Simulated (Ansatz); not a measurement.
# A hypothetical structure for TiMn4As3

This structure for TiMn4As3 is made up. Its elements were placed in a known structure type with a cell scaled to their sizes. What cell does the guess relax to, and how far off was it?

Calculated with Ansatz 0.2.0; DFT, PBE, plane-wave PAW, files of the set soft_1, scalar-relativistic, ferromagnetic start, cell and ions relaxed at zero pressure; PAW set soft_1.

In doubt: warnings of the run leave room for a lower electronic state, so energies may not be the lowest and differences between runs may mislead.

### 1. Starting point

Symmetry: P-6m2, No. 187, hexagonal system. Conventional cell: a = 3.726 Å, b = 3.726 Å, c = 10.474 Å, α = 90.00°, β = 90.00°, γ = 120.00°. Nearest to As lie 6 Mn at 2.48 to 2.56 Å and 3 Ti at 3.34 Å. Nearest to As lie 6 Mn at 2.51 Å. Mn has 3 As at 2.48 Å and 3 Ti at 2.52 Å and 2 Mn at 2.62 to 2.63 Å nearest. Nearest to Mn lie 6 As at 2.51 to 2.56 Å and 2 Mn at 2.60 to 2.63 Å. Nearest to Ti lie 6 Mn at 2.52 Å and 6 As at 3.34 Å. Farther neighbours are not listed.

### 2. Relaxing cell and atoms

The guessed cell has no reason to be at equilibrium. It is relaxed with the atoms, within the space group of the guess.

Contents of input.yaml:

```yaml
crystal:
  lattice:
    - [3.726, 0.0, 0.0]
    - [-1.863, 3.226810655, 0.0]
    - [0.0, 0.0, 10.474]
  atoms:
    - { symbol: As, position: [0.333333333, 0.666666667, 0.7564] }
    - { symbol: As, position: [0.333333333, 0.666666667, 0.2436] }
    - { symbol: As, position: [0.666666667, 0.333333333, 0.5] }
    - { symbol: Mn, position: [0.0, 0.0, 0.875], spin: 4.0 }
    - { symbol: Mn, position: [0.0, 0.0, 0.376], spin: 4.0 }
    - { symbol: Mn, position: [0.0, 0.0, 0.624], spin: 4.0 }
    - { symbol: Mn, position: [0.0, 0.0, 0.125], spin: 4.0 }
    - { symbol: Ti, position: [0.666666667, 0.333333333, 0.0], spin: 1.0 }
magnetization:
  spin_polarized: true
kpoints:
  mp_grid: { grid: [8, 8, 3] }
scf:
  occupations: { method: fermi_dirac, width: 0.05 }
hamiltonian:
  xc: pbe
  pseudopotentials: { kind: paw, azcp: { folder: soft_1 } }
relax:
  f_tol: 0.015
  max_steps: 70
  cell: {}
output:
  forces: true
  stress: true
```

Started as:

```bash
> ansatz run input.yaml --threads 4 --pin off --max-ram 10240MiB --backend cpu --events-out ev --progress --plain --runs-dir out
```

Numbers of over 12 decimals in the logs are rounded to 6 here.

The log of the run:

```text
Engine: ansatz 0.2.0, aarch64-unknown-linux-gnu
Pseudopotentials: kind: paw
Pseudopotential: As, paw, valence charge 15, recommended cutoff 420 eV (normal), soft_1/As.paw.azcp
Pseudopotential: Mn, paw, valence charge 15, recommended cutoff 420 eV (normal), soft_1/Mn.paw.azcp
Pseudopotential: Ti, paw, valence charge 12, recommended cutoff 420 eV (normal), soft_1/Ti.paw.azcp
Functional definition: PBE
  parameter kappa = 0.804
  parameter beta = 0.066725
  exchange = pbe_x(kappa = kappa, mu = beta*pi^2/3)
  correlation = pbe_c(beta = beta)
Crystal: 8 atoms, lattice volume = 125.930 Å³
Basis set: ecut = 420 eV, 2507 PW (Γ), exchange–correlation on 50×50×144 points (8 copies of the dense FFT grid, shifted against one another)
Bands: 81, of which v1, the nominal top of the filled ones, is band 59 counted from 1 (58 counted from 0)
Symmetry: 12 space group operations
Space group: P-6m2 (ITA 187), of the structure as read, at distance tolerance 5.0e-5 Å
Magnetic group: BNS 187.209 (UNI 1439), of the structure as read, at distance tolerance 5.0e-5 Å
k-points: 20 of 192 (time reversal used)
Non-local potential: As, projectors of the file, l = 0: 2, l = 1: 2, l = 2: 3, l = 3: 1
Non-local potential: Mn, projectors of the file, l = 0: 3, l = 1: 2, l = 2: 3, l = 3: 1
Non-local potential: Ti, projectors of the file, l = 0: 3, l = 1: 2, l = 2: 3, l = 3: 1
PAW form: soft (Blöchl's): semilocal exchange-correlation on the pseudo side does not see the compensation charge
PAW one-centre angular grid: As, 590 points (default); XC on 64 Gauss nodes
PAW one-centre angular grid: Mn, 590 points (default); XC on 64 Gauss nodes
PAW one-centre angular grid: Ti, 590 points (default); XC on 64 Gauss nodes
Initial density: superposition of atomic densities (chi_scale 0.1, normalization cell, long waves kept (reshape's long-wave potential 0.71 eV rms))
Starting moments: Σ|m| = 17 μB on 5 of 8 sites
Initial wavefunctions: pseudopotential atomic-orbital guess
Functional: x = pbe(κ = 0.804, μ = 0.219515), c = pbe(β = 0.066725)
SCF iter   1: F=—  HF=-32661.338165 eV  |F-HF|=—  |Δ(HF+E_count)|=         —  Δρ=7.04e-2 (↑3.30e-2 ↓7.04e-2)  dr2=7.55e1  dr2_m=1.32e0  M=13.032 μB ∫|m|=14.435 μB  β_m=0.30  ethr=3.10e-3  ⟨swp⟩=5.7  Hψ=10729  notcnv=0  defer=15
Mixer restart at iter 1: flushing history
preconditioner: auto → Kerker (q_TF=auto, 2.695 Å⁻¹)  [metal: Δε(μ)=0.025 eV  Ē_g=7.647 eV  σ=0.050 eV  W_gap=0.13  n_scr=50 (ndim 8)  ℏωp=22.7 eV  f_vac=0.000  D(μ)=6.88/eV (n_scr^D=64)]
spin=Collinear: Kerker preconditioning applied to the charge; magnetization (m = ρ↑ − ρ↓) channel mixes plain (no charge-response kernel on spin).
SCF iter   2: F=—  HF=-32663.415129 eV  |F-HF|=—  |Δ(HF+E_count)|=    2.08e0  Δρ=5.61e-2 (↑2.97e-2 ↓5.61e-2)  dr2=5.14e1  dr2_m=1.29e0  M=12.474 μB ∫|m|=13.929 μB  β_m=0.52  ethr=3.10e-3  ⟨swp⟩=2.0  Hψ=5015  notcnv=0  defer=320
SCF iter   3: F=—  HF=-32663.868903 eV  |F-HF|=—  |Δ(HF+E_count)|=   4.54e-1  Δρ=3.40e-2 (↑2.13e-2 ↓3.40e-2)  dr2=1.38e1  dr2_m=2.34e-1  M=10.827 μB ∫|m|=12.859 μB  β_m=0.54  ethr=3.10e-3  ⟨swp⟩=2.7  Hψ=5113  notcnv=0  defer=329
SCF iter   4: F=—  HF=-32661.865483 eV  |F-HF|=—  |Δ(HF+E_count)|=    2.00e0  Δρ=2.07e-2 (↑2.07e-2 ↓1.80e-2)  dr2=1.90e0  dr2_m=1.09e-1  M=9.390 μB ∫|m|=11.899 μB  β_m=0.77  ethr=3.10e-3  ⟨swp⟩=3.1  Hψ=6378  notcnv=0  defer=362
SCF iter   5: F=—  HF=-32663.357973 eV  |F-HF|=—  |Δ(HF+E_count)|=    1.49e0  Δρ=1.36e-2 (↑1.36e-2 ↓5.69e-3)  dr2=2.27e-1  dr2_m=7.11e-2  M=9.593 μB ∫|m|=11.817 μB  β_m=0.81  ethr=1.62e-3  ⟨swp⟩=2.5  Hψ=4741  notcnv=0  defer=371
SCF iter   6: F=—  HF=-32663.394450 eV  |F-HF|=—  |Δ(HF+E_count)|=         —  Δρ=1.08e-2 (↑4.39e-3 ↓1.08e-2)  dr2=9.52e-2  dr2_m=5.78e-2  M=9.221 μB ∫|m|=11.606 μB  β_m=0.81  ethr=1.94e-4  ⟨swp⟩=3.0  Hψ=6718  notcnv=0  defer=366
SCF iter   7: F=—  HF=-32663.388366 eV  |F-HF|=—  |Δ(HF+E_count)|=   6.08e-3  Δρ=7.42e-3 (↑7.42e-3 ↓2.30e-3)  dr2=9.60e-2  dr2_m=1.42e-2  M=9.010 μB ∫|m|=11.436 μB  β_m=0.91  ethr=8.14e-5  ⟨swp⟩=2.5  Hψ=6401  notcnv=0  defer=363
SCF iter   8: F=—  HF=-32663.402100 eV  |F-HF|=—  |Δ(HF+E_count)|=   1.37e-2  Δρ=4.36e-3 (↑4.36e-3 ↓1.50e-3)  dr2=3.09e-2  dr2_m=3.61e-3  M=9.082 μB ∫|m|=11.483 μB  β_m=0.72  ethr=8.14e-5  ⟨swp⟩=2.2  Hψ=6365  notcnv=0  defer=368
SCF iter   9: F=—  HF=-32663.393503 eV  |F-HF|=—  |Δ(HF+E_count)|=   8.60e-3  Δρ=6.86e-4 (↑4.49e-4 ↓6.86e-4)  dr2=2.26e-3  dr2_m=8.81e-5  M=9.023 μB ∫|m|=11.434 μB  β_m=0.74  ethr=2.64e-5  ⟨swp⟩=2.0  Hψ=5964  notcnv=0  defer=368
SCF iter  10: F=—  HF=-32663.393478 eV  |F-HF|=—  |Δ(HF+E_count)|=   2.49e-5  Δρ=2.28e-4 (↑1.49e-4 ↓2.28e-4)  dr2=3.37e-4  dr2_m=9.98e-6  M=9.012 μB ∫|m|=11.420 μB  β_m=0.87  ethr=1.93e-6  ⟨swp⟩=2.0  Hψ=3797  notcnv=0  defer=368
SCF iter  11: F=—  HF=-32663.393531 eV  |F-HF|=—  |Δ(HF+E_count)|=   5.34e-5  Δρ=1.07e-4 (↑9.75e-5 ↓1.07e-4)  dr2=4.67e-5  dr2_m=3.97e-6  M=9.008 μB ∫|m|=11.413 μB  β_m=0.94  ethr=2.88e-7  ⟨swp⟩=2.0  Hψ=3745  notcnv=0  defer=368
SCF iter  12: F=—  HF=-32663.393545 eV  |F-HF|=—  |Δ(HF+E_count)|=   1.39e-5  Δρ=1.14e-4 (↑1.14e-4 ↓6.35e-5)  dr2=7.13e-5  dr2_m=2.01e-6  M=9.009 μB ∫|m|=11.415 μB  β_m=0.94  ethr=3.99e-8  ⟨swp⟩=2.0  Hψ=5154  notcnv=0  defer=368
SCF iter  13: F=—  HF=-32663.393543 eV  |F-HF|=—  |Δ(HF+E_count)|=   2.27e-6  Δρ=3.15e-5 (↑3.15e-5 ↓2.47e-5)  dr2=7.78e-6  dr2_m=1.08e-7  M=9.009 μB ∫|m|=11.413 μB  β_m=0.96  ethr=3.99e-8  ⟨swp⟩=2.0  Hψ=4877  notcnv=0  defer=368
SCF iter  14: F=—  HF=-32663.393544 eV  |F-HF|=—  |Δ(HF+E_count)|=   1.13e-6  Δρ=2.84e-5 (↑2.84e-5 ↓1.46e-5)  dr2=2.46e-6  dr2_m=9.22e-8  M=9.009 μB ∫|m|=11.413 μB  β_m=0.86  ethr=6.65e-9  ⟨swp⟩=2.0  Hψ=3440  notcnv=0  defer=368
SCF iter  15: F=—  HF=-32663.393544 eV  |F-HF|=—  |Δ(HF+E_count)|=   6.85e-8  Δρ=1.19e-5 (↑1.19e-5 ↓4.77e-6)  dr2=2.11e-7  dr2_m=4.12e-8  M=9.010 μB ∫|m|=11.413 μB  β_m=0.88  ethr=2.10e-9  ⟨swp⟩=2.0  Hψ=4908  notcnv=0  defer=368
SCF iter  16: F=—  HF=-32663.393544 eV  |F-HF|=—  |Δ(HF+E_count)|=   2.94e-8  Δρ=3.00e-6 (↑3.00e-6 ↓2.50e-6)  dr2=3.56e-8  dr2_m=1.17e-9  M=9.009 μB ∫|m|=11.413 μB  β_m=0.94  ethr=1.81e-10  ⟨swp⟩=2.0  Hψ=4903  notcnv=0  defer=368
SCF iter  17: F=-32663.393544 eV  HF=-32663.393544 eV  |F-HF|=1.81e-8  |Δ(HF+E_count)|=   5.22e-9  Δρ=1.82e-6 (↑1.30e-6 ↓1.82e-6)  dr2=1.64e-8  dr2_m=1.70e-10  M=9.010 μB ∫|m|=11.413 μB  ethr=3.04e-11  ⟨swp⟩=2.0  Hψ=9085  notcnv=0
SCF 1 converged in 17 iterations: F = -32663.393544 eV  dr2 = 1.64e-8
  greatest PAW one-centre occupation: 1.000 electrons in one spin orbital (limit 2), on the Mn atom at site 4 (counted from 0), in its partial waves of l = 1
[...]
relax step   9: F+E_penalty+E_count = -32663.55040324 eV  Δ(F+E_penalty+E_count) = +7.874e-6 eV  max|allowed force component| = 2.301e-3 eV/Å  Δτ_max = 0.0006 Å  P = -0.009 GPa  Ω = 124.044 Å³  energy of the carried Pulay correction = -3.740e-5 eV  (11 SCF iters, dr2 threshold 2.04e-8 eV, accepted)
iter 1 solved again at ethr=5.39e-8 eV; its pass at ethr=3.10e-3 eV (dr2=6.31e-5 eV) is discarded
SCF iter   1: F=—  HF=-32663.550434 eV  |F-HF|=—  |Δ(HF+E_count)|=         —  Δρ=1.45e-6 (↑1.28e-6 ↓1.45e-6)  dr2=3.22e-9  dr2_m=3.82e-10  M=8.107 μB ∫|m|=10.992 μB  β_m=0.65  ethr=5.39e-8  ⟨swp⟩=3.5  Hψ=20501  notcnv=0
eigensolver tolerance schedule: the retry pair's looser diagonalisation over-reported the residual by 19602.69 of it (diagonalisation noise at 0.52 of the residual, at the tolerance the schedule requests for it); recorded, not acted on — ethr = c·dr2/N_el stays at c = 1.0e-1
preconditioner: auto → none  [metal: Δε(μ)=0.040 eV  Ē_g=7.392 eV  σ=0.050 eV  W_gap=0.20  n_scr=6 (ndim 8)  ℏωp=22.9 eV  f_vac=0.000  D(μ)=5.36/eV (n_scr^D=50)]
SCF iter   2: F=—  HF=-32663.550436 eV  |F-HF|=—  |Δ(HF+E_count)|=   1.33e-6  Δρ=1.08e-6 (↑1.00e-6 ↓1.08e-6)  dr2=6.59e-8  dr2_m=5.75e-11  M=8.107 μB ∫|m|=10.992 μB  β_m=0.30  ethr=2.75e-12  ⟨swp⟩=3.1  Hψ=7393  notcnv=0
SCF iter   3: F=—  HF=-32663.550436 eV  |F-HF|=—  |Δ(HF+E_count)|=   5.80e-9  Δρ=7.64e-7 (↑6.55e-7 ↓7.64e-7)  dr2=6.89e-10  dr2_m=2.99e-11  M=8.107 μB ∫|m|=10.992 μB  β_m=0.31  ethr=2.75e-12  ⟨swp⟩=2.0  Hψ=4049  notcnv=0
SCF iter   4: F=—  HF=-32663.550436 eV  |F-HF|=—  |Δ(HF+E_count)|=   1.49e-9  Δρ=4.35e-7 (↑3.82e-7 ↓4.35e-7)  dr2=1.29e-10  dr2_m=1.06e-11  M=8.107 μB ∫|m|=10.992 μB  β_m=0.36  ethr=1.00e-12  ⟨swp⟩=1.3  Hψ=3256  notcnv=0
SCF iter   5: F=—  HF=-32663.550436 eV  |F-HF|=—  |Δ(HF+E_count)|=  9.39e-10  Δρ=1.53e-7 (↑1.53e-7 ↓1.50e-7)  dr2=3.33e-11  dr2_m=6.79e-12  M=8.107 μB ∫|m|=10.992 μB  β_m=0.37  ethr=1.00e-12  ⟨swp⟩=1.2  Hψ=3252  notcnv=0
SCF iter   6: F=—  HF=-32663.550436 eV  |F-HF|=—  |Δ(HF+E_count)|=  1.31e-10  Δρ=9.95e-8 (↑6.48e-8 ↓9.95e-8)  dr2=1.09e-11  dr2_m=3.27e-12  M=8.107 μB ∫|m|=10.992 μB  β_m=0.69  ethr=1.00e-12  ⟨swp⟩=1.0  Hψ=3240  notcnv=0
SCF iter   7: F=—  HF=-32663.550436 eV  |F-HF|=—  |Δ(HF+E_count)|=  6.91e-11  Δρ=6.73e-8 (↑6.73e-8 ↓4.16e-8)  dr2=2.05e-11  dr2_m=2.07e-12  M=8.107 μB ∫|m|=10.992 μB  β_m=0.62  ethr=1.00e-12  ⟨swp⟩=1.0  Hψ=3240  notcnv=0
SCF iter   8: F=—  HF=-32663.550436 eV  |F-HF|=—  |Δ(HF+E_count)|=  1.09e-11  Δρ=4.25e-8 (↑1.99e-8 ↓4.25e-8)  dr2=2.04e-12  dr2_m=8.92e-13  M=8.107 μB ∫|m|=10.992 μB  β_m=0.71  ethr=1.00e-12  ⟨swp⟩=1.0  Hψ=3240  notcnv=0
SCF iter   9: F=-32663.550436 eV  HF=-32663.550436 eV  |F-HF|=5.82e-11  |Δ(HF+E_count)|=  2.18e-11  Δρ=1.07e-7 (↑5.37e-8 ↓1.07e-7)  dr2=4.89e-11  dr2_m=1.02e-12  M=8.107 μB ∫|m|=10.992 μB  ethr=1.00e-12  ⟨swp⟩=2.0  Hψ=8904  notcnv=0
the starting moments were not kept: 1 of 5 ended reversed and 4 kept their direction, counting a site from 0.1 μB. The largest reversed, site 7 (counted from 0, in the order of the report's site_moments_mub), started with +1.0 μB and closes at -6.8e-1 μB in its sphere.
SCF 10 converged in 9 iterations: F = -32663.550436 eV  dr2 = 4.89e-11
relax step  10: F+E_penalty+E_count = -32663.55043570 eV  Δ(F+E_penalty+E_count) = -3.246e-5 eV  max|allowed force component| = 2.299e-3 eV/Å  Δτ_max = 0.0000 Å  P = -0.009 GPa  Ω = 124.044 Å³  stress off target by 2.38e-2 GPa  SCF on the basis re-selected at this cell (its energy is not comparable with the rows above)  (9 SCF iters)
basis re-selected at this cell: Δ(F+E_penalty+E_count) = -3.246e-5 eV, ΔP = +0.000 GPa vs the last step (what re-selecting the basis moved, of the pressure what is left beyond the Pulay correction that the steps carried, after the strain that the cell walked since its last selection, with what the two solves' SCF thresholds leave and, on support functions, any second-order correction that the steps lacked; it is no m [...]
WARN: an SCF from ferrimagnetic starting moments (0.00, 0.00, 0.00, 4.00, -4.00, -4.00, 4.00, 1.00 Bohr magnetons, atom by atom) was not made, by what the run has read of turns of its moments that order reads lower: the deck asks for what bars it, or types moments that do (magnetization.spin_polarized, in the input reference, names some of the keys), or the run goes by scf.lower_state_search: light, the default, which as a rule tries one only behind a close that has lost an order of both signs, or on which an open d or half-filled 4f shell of a PAW file has lost a moment that was set nearer to Hund's than to what is left; [rest of the remark cut]
SCF converged after 9 iterations
Magnetization: 8.1065 μB (62.5533 up, 54.4467 down)
Absolute magnetization: 10.9850 μB (∫|ρ↑−ρ↓|, with the PAW one-centre terms)
Spin contamination: 0.7628 ħ² per cell (⟨S²⟩ above its minimum at these occupations)
Per-site moments (μB) at R_I (Å): [(-0.095662, 0.993808), (-0.095662, 0.993808), (-0.114295, 1.017535), (1.968075, 0.993808), (2.533069, 1.017535), (2.533069, 1.017535), (1.968075, 0.993808), (-0.681482, 1.057183)]
Free energy (F): -32663.550436 eV
Harris-Foulkes:  -32663.550436 eV  (|F-HF|=5.82e-11)
Internal energy: -32663.505125 eV  (E = F + TS)
E sigma→0 (E₀):  -32663.527780 eV
Entropy (-TS):   -0.045311 eV (-5.664 meV/atom)
Fermi energy:    14.198736 eV
--- Per-component energies (eV) ---
  E_band       = -1676.735355
  E_kinetic    = 1855.465186
  E_local      = -15074.284899  (includes V_loc(G=0)·N_el)
  E_nonlocal   = 726.944340
  E_hartree    = 6834.900799
  E_xc         = -765.983630
  E_vxc        = -927.998171  (∫ρ·V_xc dr)
  E_paw        = -12401.232259  (= ΣΔE_a)
  E_vpaw       = -1926.663944  (= ΣTr[D̂ρ^β])
  E_aug_tail   = 0.000311  (compensation charges beyond the density's cutoff)
  E_ewald      = -13839.314971
  E_smearing   = -0.045311  (= −TS)
  E_closure    = 0.000000  (closes the sum)
  Σ components = -32663.550436   (vs F -32663.550436, Δ=0.00e0)
--- Forces (eV/Å), atoms counted from 1 ---
  atom   1  As    -0.00000000     0.00000000    -0.00229903
  atom   2  As     0.00000000     0.00000000     0.00229903
  atom   3  As    -0.00000000    -0.00000000    -0.00000000
  atom   4  Mn    -0.00000000    -0.00000000    -0.00119654
  atom   5  Mn     0.00000000     0.00000000    -0.00073051
  atom   6  Mn     0.00000000     0.00000000     0.00073051
  atom   7  Mn    -0.00000000    -0.00000000     0.00119654
  atom   8  Ti     0.00000000     0.00000000     0.00000000
  max |Σ_I F_I| component: 2.54e-17 eV/Å
--- Stress (GPa, compression-positive) ---
       -0.001718       0.000000       0.000000
        0.000000      -0.001718      -0.000000
        0.000000      -0.000000      -0.023763
  P = ⅓ Tr σ = -0.0091 GPa (-0.091 kbar)
--- Relaxed structure (8 steps of the walk, 8 accepted, 2 SCFs on fresh bases) ---
  F+E_penalty+E_count = -32663.55043570 eV   max|allowed force component| = 2.299e-3 eV/Å   (the final SCF, on the basis selected at the relaxed cell)
  cell:  # Å, volume = 124.0445 Å³
    - [3.606968, 0, -1.3214918526724249e-18]
    - [-1.803484, 3.123726, 6.607459263362119e-19]
    - [-3.714789496462792e-18, 0, 11.009366]
  atoms:
    - { symbol: As, position: [0.333333, 0.666667, 0.754272] }
    - { symbol: As, position: [0.333333, 0.666667, 0.245728] }
    - { symbol: As, position: [0.666667, 0.333333, 0.5] }
    - { symbol: Mn, position: [5.559336924243468e-19, 0, 0.864312] }
    - { symbol: Mn, position: [-2.0313572377521806e-19, 0, 0.379905] }
    - { symbol: Mn, position: [2.0313572377521927e-19, 0, 0.620095] }
    - { symbol: Mn, position: [-5.559336924243503e-19, 0, 0.135688] }
    - { symbol: Ti, position: [0.666667, 0.333333, 1.235694427539214e-19] }
```

The job ended after 2.8 min (4 threads of Arm Neoverse V1, shared host; peak memory 0.73 GiB; 11 min of CPU time).

The steps of the relaxation:

| step | energy less that of the first step (eV) | largest force component (eV/Å) | pressure (GPa) | volume (Å³) |
| --- | --- | --- | --- | --- |
| 1 | 0.0000 | 0.5490 | 0.03 | 125.93 |
| 2 | -0.0803 | 0.4420 | -0.44 | 125.98 |
| 3 | -0.1497 | 0.0632 | 0.41 | 123.76 |
| 4 | -0.1547 | 0.1484 | -0.04 | 124.20 |
| 5 | -0.1566 | 0.0072 | -0.14 | 124.21 |
| 6 | -0.1570 | 0.0031 | 0.09 | 123.89 |
| 7 | -0.1569 | 0.0002 | 0.00 | 124.01 |
| 8* | -0.1569 | 0.0030 | 0.03 | 124.01 |
| 9 | -0.1569 | 0.0023 | -0.01 | 124.04 |
| 10* | -0.1569 | 0.0023 | -0.01 | 124.04 |

Relaxation steps marked * repeat the geometry before them on a plane-wave basis chosen anew for their cell, so energy and pressure can jump there.

Forces are held to the 12 operations that the run works with; a distortion that breaks them can't arise in this run.

| conventional cell, symmetrised | before | after | change |
| --- | --- | --- | --- |
| a (Å) | 3.726 | 3.607 | -3.2 % |
| b (Å) | 3.726 | 3.607 | -3.2 % |
| c (Å) | 10.474 | 11.009 | +5.1 % |
| volume (Å³/atom) | 15.74 | 15.51 | -1.5 % |

The atoms that moved most (Å, as changes of fractional coordinates times the final cell):

| atom | dx | dy | dz | length |
| --- | --- | --- | --- | --- |
| Mn7 | 0.000 | 0.000 | 0.118 | 0.118 |
| Mn4 | 0.000 | 0.000 | -0.118 | 0.118 |
| Mn5 | 0.000 | 0.000 | 0.043 | 0.043 |
| Mn6 | 0.000 | 0.000 | -0.043 | 0.043 |
| As2 | 0.000 | 0.000 | 0.023 | 0.023 |
| As1 | 0.000 | 0.000 | -0.023 | 0.023 |

The relaxed structure:

```cif
data_structure
_symmetry_space_group_name_H-M 'P 1'
_symmetry_Int_Tables_number 1
_cell_length_a 3.6070
_cell_length_b 3.6070
_cell_length_c 11.0094
_cell_angle_alpha 90.000
_cell_angle_beta 90.000
_cell_angle_gamma 120.000
_cell_volume 124.04
loop_
_atom_site_label
_atom_site_type_symbol
_atom_site_fract_x
_atom_site_fract_y
_atom_site_fract_z
_atom_site_occupancy
As1 As 0.33333 0.66667 0.75427 1
As2 As 0.33333 0.66667 0.24573 1
As3 As 0.66667 0.33333 0.50000 1
Mn4 Mn 0.00000 0.00000 0.86431 1
Mn5 Mn 0.00000 0.00000 0.37991 1
Mn6 Mn 0.00000 0.00000 0.62009 1
Mn7 Mn 0.00000 0.00000 0.13569 1
Ti8 Ti 0.66667 0.33333 0.00000 1
```

This step gave:

- free energy: -32663.5504 eV
- energy at zero smearing: -32663.5278 eV
- smearing term TS: 0.04531 eV
- Fermi energy: 14.20 eV
- magnetization: 8.107 μB
- absolute magnetization: 10.98 μB
- site moments: -0.09566, -0.09566, -0.1143, 1.968, 2.533, 2.533, 1.968, -0.6815 μB
- electrons: 117
- symmetry operations: 12
- pressure: -0.009066 GPa

Site moment by atom:

| atom | site moment (μB) |
| --- | --- |
| As1 | -0.10 |
| As2 | -0.10 |
| As3 | -0.11 |
| Mn4 | 1.97 |
| Mn5 | 2.53 |
| Mn6 | 2.53 |
| Mn7 | 1.97 |
| Ti8 | -0.68 |

The shortest distance of each pair, which need not be the same contact before and after:

| pair | guess (Å) | relaxed (Å) |
| --- | --- | --- |
| As–Mn | 2.484 | 2.409 |
| Mn–Ti | 2.518 | 2.563 |
| Mn–Mn | 2.598 | 2.644 |
| As–Ti | 3.337 | 3.414 |
| As–As | 3.441 | 3.489 |

The relaxation ends with a largest force component of 0.0023 eV/Å and a pressure of -0.01 GPa.

### 3. Outcome

```json
{"space group, relaxed": "P-6m2", "conventional cell": "a = 3.607, b = 3.607, c = 11.009 Å; α = 90.0°, β = 90.0°, γ = 120.0°", "volume per atom": "15.51 Å³ (guess 15.74)", "total moment": "8.11 μB in the cell of 8 atoms"}
```

TiMn4As3 relaxes to P-6m2 with a = 3.607, b = 3.607 and c = 11.009 Å. The guessed volume was 2 % too large. The space group P-6m2 was held in the relaxation, so the end point is a stationary structure within it and may be a saddle against distortions or other arrangements. The input starts from parallel moments, and no other start was typed; the run left that order, and the end state is ferrimagnetic. The electronic state may lie above the lowest one. Mesh and cutoff weren't tested. No dispersion term is used, so weakly bound directions may come out too long. The program estimates, without running it, that another magnetic order lies lower than the one relaxed here. Nothing here tests whether the compound is stable against decomposition.

[Logs are printed without paths, hosts, clocks, repeated set-up lines and the standing remarks that a program may print on its own settings, such as how far it seeks lower states.]

[Hosts, paths, dates, database ids (printed as entryN), source tags and the programs' standing remarks are cut or masked in the printed files.]
